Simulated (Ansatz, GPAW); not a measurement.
# KBr (001), 3 units: converging a work function, part 2 of 2

Wanted: a convergence study on the slab KBr (001), 3 units. Where a layer proves gapped, the work function hangs on where the smearing puts the Fermi level, and the band edges take its place.

GPAW 26.7.0 and Ansatz 0.2.0; Ansatz plane waves; layer without images along its normal, relaxation of atoms and in-plane cell (the session's first sound run).

So far, upper work function (eV): step 3 (plane waves, PBE) 4.52.

### 5. Cutoff 300

Level of this step: GPAW, PAW setups; slab in vacuum (GPAW).

The cutoff limits how sharply the smooth valence waves can vary, which tells mostly near the atoms.

The input, run.py:

```python
import json
import numpy as np
from ase import Atoms
from gpaw import GPAW, PW

slab = Atoms(
    ['K', 'Br', 'K', 'Br', 'K', 'Br'],
    positions=[
        [2.33850, 2.33850, 8.06580],
        [0.00000, 0.00000, 8.00000],
        [0.00000, -0.00000, 11.37762],
        [2.33850, 2.33850, 11.37762],
        [2.33850, 2.33850, 14.68945],
        [0.00000, -0.00000, 14.75525]],
    cell=[[4.677, -0.0, 0.0], [-0.0, 4.677, 0.0], [0.0, 0.0, 22.7552]],
    pbc=[True, True, False])

slab.calc = GPAW(mode=PW(300), xc='PBE', kpts={'size': (6, 6, 1), 'gamma': True},
                 occupations={'name': 'fermi-dirac', 'width': 0.05}, nbands='160%',
                 convergence={'density': 1e-05}, maxiter=200,
                 poissonsolver={'dipolelayer': 'xy'},
                 symmetry={'tolerance': 1e-3}, txt='slab.txt')
result = {}
energy = slab.get_potential_energy()
fermi = slab.calc.get_fermi_level()
v = slab.calc.get_electrostatic_potential().mean((0, 1)) - fermi
n = slab.calc.get_pseudo_density().mean((0, 1))
L = slab.cell[2, 2]
z = np.arange(len(v)) * L / len(v)
low, high = slab.positions[:, 2].min(), slab.positions[:, 2].max()
below, above = np.interp([low - 5.8, high + 5.8], z, v)
slopes = [np.interp(x, z, np.gradient(v, z)) for x in (low - 5.8, high + 5.8)]
eps = np.array([[slab.calc.get_eigenvalues(k, s) for k in range(len(slab.calc.get_ibz_k_points()))]
                for s in range(slab.calc.get_number_of_spins())]) - fermi
top, bottom = eps[eps < 0].max(), eps[eps > 0].min()
dipole = slab.get_dipole_moment()[2]
print(f'energy {energy:.4f} eV, Fermi level {fermi:.4f} eV, dipole {dipole:.5f} e A')
print(f'potential 5.8 A off the faces, from the Fermi level: lower {below:.4f} eV, upper {above:.4f} eV')
print(f'slope of the potential there: lower {slopes[0]:.5f}, upper {slopes[1]:.5f} eV/A')
print(f'nearest levels on the mesh: {top:.4f} and {bottom:.4f} eV')
print('magnetic moment', round(slab.get_magnetic_moment(), 3))
result.update(energy=energy, fermi=fermi, dipole=dipole, below=below, above=above, slopes=slopes, edges=[top, bottom],
              z=z.tolist(), v=v.tolist(), n=n.tolist(), positions=slab.positions.tolist(),
              forces=slab.get_forces(apply_constraint=False).tolist(), moments=slab.get_magnetic_moments().tolist())
json.dump(result, open('result.json', 'w'))
```

The run is started by

```sh
$ OMP_NUM_THREADS=1 OPENBLAS_NUM_THREADS=1 python run.py
```

The log of the run:

```text
energy -17.9972 eV, Fermi level -1.9910 eV, dipole 0.00102 e A
potential 5.8 A off the faces, from the Fermi level: lower 4.5365 eV, upper 4.5277 eV
slope of the potential there: lower -0.00008, upper 0.00008 eV/A
nearest levels on the mesh: -1.4583 and 2.9272 eV
magnetic moment 0.0
```

The job ended after 20 s (1 thread of Intel Xeon Platinum 8559C (Emerald Rapids), shared host; peak memory 0.24 GiB).

The run finished. A setting was moved off its sound value on purpose, so it serves as a test and not as the result.

The fault put into the input: a cutoff under that of the base run: the energy of the cell lies 0.73 eV from the base value, and the gap on the mesh is 4.39 eV against 4.39 (ecut = 300).

Side by side:

| quantity | this run | sound run | difference |
| --- | --- | --- | --- |
| upper work function (eV) | 4.5277 | 4.5223 | 0.00544 |
| lower work function (eV) | 4.5365 | 4.5311 | 0.00544 |
| upper ionisation energy (eV) | 5.9860 | 5.9848 | 0.00115 |

### 6. Cutoff 700: ecut = 700

The cutoff limits how sharply the smooth valence waves can vary, which tells mostly near the atoms.

Changes to run.py since step 5:

```diff
@@ -17,3 +17,3 @@
 
-slab.calc = GPAW(mode=PW(300), xc='PBE', kpts={'size': (6, 6, 1), 'gamma': True},
+slab.calc = GPAW(mode=PW(700), xc='PBE', kpts={'size': (6, 6, 1), 'gamma': True},
                  occupations={'name': 'fermi-dirac', 'width': 0.05}, nbands='160%',
```

The log of the run:

```text
energy -18.8815 eV, Fermi level -1.9897 eV, dipole 0.00102 e A
potential 5.8 A off the faces, from the Fermi level: lower 4.5327 eV, upper 4.5238 eV
slope of the potential there: lower 0.00001, upper -0.00001 eV/A
nearest levels on the mesh: -1.4611 and 2.9249 eV
magnetic moment 0.0
```

Run time: 88 s. Hardware: 1 thread; peak memory 0.54 GiB.

Numbers from this step:

- levels nearest the Fermi level on the mesh: -1.461, 2.925 eV from the Fermi level
- upper work function: 4.524 eV
- lower work function: 4.533 eV

Electrostatic potential energy of an electron (without an applied field's), less the Fermi level, planar mean against z:

z (Å), electrostatic potential energy of an electron (without an applied field's), less the Fermi level, planar mean (eV) and a bar from the least value:
```
      0.0        4.5 ##############################
      0.5        4.5 ##############################
      1.0        4.5 ##############################
      1.5        4.5 ##############################
      2.0        4.5 ##############################
      2.5        4.5 ##############################
      3.0        4.5 ##############################
      3.5        4.5 ##############################
      4.0        4.5 ##############################
      4.5        4.5 ##############################
      5.0        4.5 ##############################
      5.5        4.5 ##############################
      6.0        4.4 ##############################
      6.5        4.1 #############################
      7.0        2.8 ###########################
      7.5       -3.1 #################
      8.0      -12.5 
      8.5       -4.3 ##############
      9.0        2.4 ##########################
      9.5        3.9 #############################
     10.0        3.8 #############################
     10.5        1.7 #########################
     11.0       -6.5 ###########
     11.5      -11.8 #
     12.0       -1.4 ####################
     12.5        3.2 ############################
     13.0        4.0 #############################
     13.5        3.5 ############################
     14.0        0.2 ######################
     14.5      -10.0 ####
     15.0       -8.9 ######
     15.5        0.7 #######################
     16.0        3.7 ############################
     16.5        4.3 ##############################
     17.0        4.5 ##############################
     17.5        4.5 ##############################
     18.0        4.5 ##############################
     18.5        4.5 ##############################
     19.0        4.5 ##############################
     19.5        4.5 ##############################
     20.0        4.5 ##############################
     20.5        4.5 ##############################
     21.0        4.5 ##############################
     21.5        4.5 ##############################
     22.0        4.5 ##############################
     22.5        4.5 ##############################
```

Table of pseudo valence density, planar mean by z:

| z (Å) | pseudo valence density, planar mean (e/Å³) |
| --- | --- |
| 4.0 | 1.8e-5 |
| 4.5 | 7.0e-5 |
| 5.0 | 2.8e-4 |
| 5.5 | 0.00108 |
| 6.0 | 0.00440 |
| 6.5 | 0.0189 |
| 7.0 | 0.0883 |
| 7.5 | 0.318 |
| 8.0 | 0.519 |
| 8.5 | 0.374 |
| 9.0 | 0.110 |
| 9.5 | 0.0304 |
| 10.0 | 0.0365 |
| 10.5 | 0.143 |
| 11.0 | 0.413 |
| 11.5 | 0.511 |
| 12.0 | 0.272 |
| 12.5 | 0.0687 |
| 13.0 | 0.0255 |
| 13.5 | 0.0509 |
| 14.0 | 0.218 |
| 14.5 | 0.496 |
| 15.0 | 0.445 |
| 15.5 | 0.187 |
| 16.0 | 0.0424 |
| 16.5 | 0.00941 |
| 17.0 | 0.00224 |
| 17.5 | 5.6e-4 |
| 18.0 | 1.4e-4 |
| 18.5 | 3.6e-5 |

The highest filled level lies 1.46 eV under the Fermi level, so the ionisation energy from the upper face is 4.524 + 1.46 = 5.985 eV, against 5.985 eV in the base run.

### 7. K mesh 2×2

The mesh in the plane samples the bands: a metal's Fermi level needs it dense, and band edges must lie on it.

Changes to run.py since step 6:

```diff
@@ -17,3 +17,3 @@
 
-slab.calc = GPAW(mode=PW(700), xc='PBE', kpts={'size': (6, 6, 1), 'gamma': True},
+slab.calc = GPAW(mode=PW(400), xc='PBE', kpts={'size': (2, 2, 1), 'gamma': True},
                  occupations={'name': 'fermi-dirac', 'width': 0.05}, nbands='160%',
```

The log of the run:

```text
energy -18.6010 eV, Fermi level -1.9877 eV, dipole 0.00102 e A
potential 5.8 A off the faces, from the Fermi level: lower 4.5286 eV, upper 4.5198 eV
slope of the potential there: lower -0.00001, upper 0.00001 eV/A
nearest levels on the mesh: -1.4267 and 2.9366 eV
magnetic moment 0.0
```

Elapsed: 16 s, on 1 thread; peak memory 0.25 GiB.

The run finished with changed settings (kpts = [2, 2]); it serves as a test.

The two runs compared:

| quantity | this run | sound run | difference |
| --- | --- | --- | --- |
| upper work function (eV) | 4.5198 | 4.5223 | -0.00247 |
| lower work function (eV) | 4.5286 | 4.5311 | -0.00247 |
| upper ionisation energy (eV) | 5.9465 | 5.9848 | -0.0384 |

One result that differs is the upper ionisation energy, 5.95 eV against 5.98 eV.

### 8. K mesh 4×4

The mesh in the plane samples the bands: a metal's Fermi level needs it dense, and band edges must lie on it.

Changes to run.py since step 7:

```diff
@@ -17,3 +17,3 @@
 
-slab.calc = GPAW(mode=PW(400), xc='PBE', kpts={'size': (2, 2, 1), 'gamma': True},
+slab.calc = GPAW(mode=PW(400), xc='PBE', kpts={'size': (4, 4, 1), 'gamma': True},
                  occupations={'name': 'fermi-dirac', 'width': 0.05}, nbands='160%',
```

The log of the run:

```text
energy -18.7218 eV, Fermi level -1.9877 eV, dipole 0.00102 e A
potential 5.8 A off the faces, from the Fermi level: lower 4.5311 eV, upper 4.5222 eV
slope of the potential there: lower -0.00001, upper 0.00001 eV/A
nearest levels on the mesh: -1.4622 and 2.9245 eV
magnetic moment 0.0
```

It took 26 s on 1 thread; peak memory 0.27 GiB.

The run finished with changed settings (kpts = [4, 4]); it serves as a test.

The two runs compared:

| quantity | this run | sound run | difference |
| --- | --- | --- | --- |
| upper work function (eV) | 4.5222 | 4.5223 | -3.8e-5 |
| lower work function (eV) | 4.5311 | 4.5311 | -3.8e-5 |
| upper ionisation energy (eV) | 5.9844 | 5.9848 | -3.9e-4 |

### 9. K mesh 9×9: kpts = [9, 9]

The mesh in the plane samples the bands: a metal's Fermi level needs it dense, and band edges must lie on it.

Changes to run.py since step 8:

```diff
@@ -17,3 +17,3 @@
 
-slab.calc = GPAW(mode=PW(400), xc='PBE', kpts={'size': (4, 4, 1), 'gamma': True},
+slab.calc = GPAW(mode=PW(400), xc='PBE', kpts={'size': (9, 9, 1), 'gamma': True},
                  occupations={'name': 'fermi-dirac', 'width': 0.05}, nbands='160%',
```

The log of the run:

```text
energy -18.7224 eV, Fermi level -1.9877 eV, dipole 0.00102 e A
potential 5.8 A off the faces, from the Fermi level: lower 4.5311 eV, upper 4.5223 eV
slope of the potential there: lower -0.00001, upper 0.00001 eV/A
nearest levels on the mesh: -1.4626 and 2.9244 eV
magnetic moment 0.0
```

It took 58 s on 1 thread; peak memory 0.35 GiB.

Numbers from this step:

- levels nearest the Fermi level on the mesh: -1.463, 2.924 eV from the Fermi level
- upper work function: 4.522 eV
- lower work function: 4.531 eV

The highest filled level lies 1.46 eV under the Fermi level, so the ionisation energy from the upper face is 4.522 + 1.46 = 5.985 eV, against 5.985 eV in the base run.

### 10. Scheme Fermi-Dirac, smearing 0.01

Smearing changes the occupations near the Fermi level, and with them the level itself. Smearing helps the SCF of a metal converge, but it blurs occupations at band edges near the Fermi level.

Changes to run.py since step 9:

```diff
@@ -17,4 +17,4 @@
 
-slab.calc = GPAW(mode=PW(400), xc='PBE', kpts={'size': (9, 9, 1), 'gamma': True},
-                 occupations={'name': 'fermi-dirac', 'width': 0.05}, nbands='160%',
+slab.calc = GPAW(mode=PW(400), xc='PBE', kpts={'size': (6, 6, 1), 'gamma': True},
+                 occupations={'name': 'fermi-dirac', 'width': 0.01}, nbands='160%',
                  convergence={'density': 1e-05}, maxiter=200,
```

The log of the run:

```text
energy -18.7224 eV, Fermi level -1.9877 eV, dipole 0.00102 e A
potential 5.8 A off the faces, from the Fermi level: lower 4.5311 eV, upper 4.5223 eV
slope of the potential there: lower -0.00001, upper 0.00001 eV/A
nearest levels on the mesh: -1.4626 and 2.9244 eV
magnetic moment 0.0
```

Wall time 41 s (1 thread); peak memory 0.3 GiB.

The highest filled level lies 1.46 eV under the Fermi level, so the ionisation energy from the upper face is 4.522 + 1.46 = 5.985 eV, against 5.985 eV in the base run.

### 11. All levels side by side

Times are for 1 thread of Intel Xeon Platinum 8559C (Emerald Rapids), shared host. The series side by side:

| no. | run | upper ionisation energy (eV) | time | memory (GiB) |
| --- | --- | --- | --- | --- |
| 1 | pw | 5.985 | 41 s | 0.3 |
| 2 | cutoff 700 | 5.985 | 88 s | 0.54 |
| 3 | k mesh 9×9 | 5.985 | 58 s | 0.35 |
| 4 | scheme Fermi-Dirac, smearing 0.01 | 5.985 | 41 s | 0.3 |

### 12. Without the dipole layer

The dipole layer is taken out and the cell repeats along the normal.

Changes to run.py since step 10:

```diff
@@ -15,8 +15,7 @@
     cell=[[4.677, -0.0, 0.0], [-0.0, 4.677, 0.0], [0.0, 0.0, 22.7552]],
-    pbc=[True, True, False])
+    pbc=[True, True, True])
 
 slab.calc = GPAW(mode=PW(400), xc='PBE', kpts={'size': (6, 6, 1), 'gamma': True},
-                 occupations={'name': 'fermi-dirac', 'width': 0.01}, nbands='160%',
+                 occupations={'name': 'fermi-dirac', 'width': 0.05}, nbands='160%',
                  convergence={'density': 1e-05}, maxiter=200,
-                 poissonsolver={'dipolelayer': 'xy'},
                  symmetry={'tolerance': 1e-3}, txt='slab.txt')
```

The log of the run:

```text
energy -18.7224 eV, Fermi level -1.9877 eV, dipole 0.00102 e A
potential 5.8 A off the faces, from the Fermi level: lower 4.5275 eV, upper 4.5258 eV
slope of the potential there: lower 0.00038, upper 0.00039 eV/A
nearest levels on the mesh: -1.4627 and 2.9244 eV
magnetic moment 0.0
```

The job ended after 40 s (1 thread; peak memory 0.3 GiB).

The run finished with changed settings (dipole = false and pbc_z = true); it serves as a test.

The two runs compared:

| quantity | this run | sound run | difference |
| --- | --- | --- | --- |
| upper work function (eV) | 4.5258 | 4.5223 | 0.00356 |
| lower work function (eV) | 4.5275 | 4.5311 | -0.00356 |
| upper ionisation energy (eV) | 5.9885 | 5.9848 | 0.00367 |

### 13. Side by side

Results and costs are gathered.

This step: comparison of work functions, dipole and cost (GPAW 26.7.0).

Ladder, by row:

| step | code | work function, upper (eV) | work function, lower (eV) | dipole (e Å) | wall time (s) | peak memory (GiB) | threads |
| --- | --- | --- | --- | --- | --- | --- | --- |
| pw | GPAW | 4.522 | 4.531 | 0.001022 | 41.13 | 0.3 | 1 |
| ecut200 | GPAW | 4.525 | 4.534 | 0.00102 | 11.86 | 0.18 | 1 |
| ecut300 | GPAW | 4.528 | 4.537 | 0.001021 | 20.29 | 0.24 | 1 |
| ecut700 | GPAW | 4.524 | 4.533 | 0.001022 | 87.5 | 0.54 | 1 |
| k2 | GPAW | 4.52 | 4.529 | 0.001022 | 15.52 | 0.25 | 1 |
| k4 | GPAW | 4.522 | 4.531 | 0.001022 | 26.18 | 0.27 | 1 |
| k9 | GPAW | 4.522 | 4.531 | 0.001022 | 57.74 | 0.35 | 1 |
| smear | GPAW | 4.522 | 4.531 | 0.001022 | 40.68 | 0.3 | 1 |
| nodip | GPAW | 4.526 | 4.528 | 0.001022 | 40.35 | 0.3 | 1 |

### 14. Summary of results

| Quantity | Value |
| --- | --- |
| work function, upper and lower face (Fermi level placed in the gap by the smearing) | 4.522 and 4.531 eV |
| ionisation energy from the upper face (highest filled level on the mesh) | 5.98 eV |
| electron affinity from the upper face (lowest empty Kohn-Sham level on the mesh) | 1.60 eV |
| dipole along the normal | 0.00102 e Å |

**Reading.** With plane waves and PBE the ionisation energy from the upper face is 5.98 eV and the Kohn-Sham electron affinity 1.60 eV. The levels nearest the Fermi level on the mesh lie 4.39 eV apart, so the slab is gapped there: the smearing puts the Fermi level inside the gap, and from either face the ionisation energy is the work function plus 1.5 eV. Both are Kohn-Sham levels on the mesh, and semilocal gaps are too small, so the affinity tends to come out too large and the ionisation energy too small. Work functions of a gapped slab move with the place of the Fermi level in the gap; over the runs without a planted fault the highest filled level on the mesh lies 5.95 (k2) to 5.99 eV (nodip) under the upper vacuum level. The small printed dipole stands for a step of -8.5 meV from the lower to the upper face, and the probes find -8.8 meV; values this small are near the numerical noise of both. The layer's cell and atoms come from the relaxation; spin-orbit coupling and temperature are left out.

[Logs are printed without paths, hosts, clocks, repeated set-up lines and the standing remarks that a program may print on its own settings, such as how far it seeks lower states.]

[Hosts, paths, dates, database ids (printed as entryN), source tags and the programs' standing remarks are cut or masked in the printed files.]
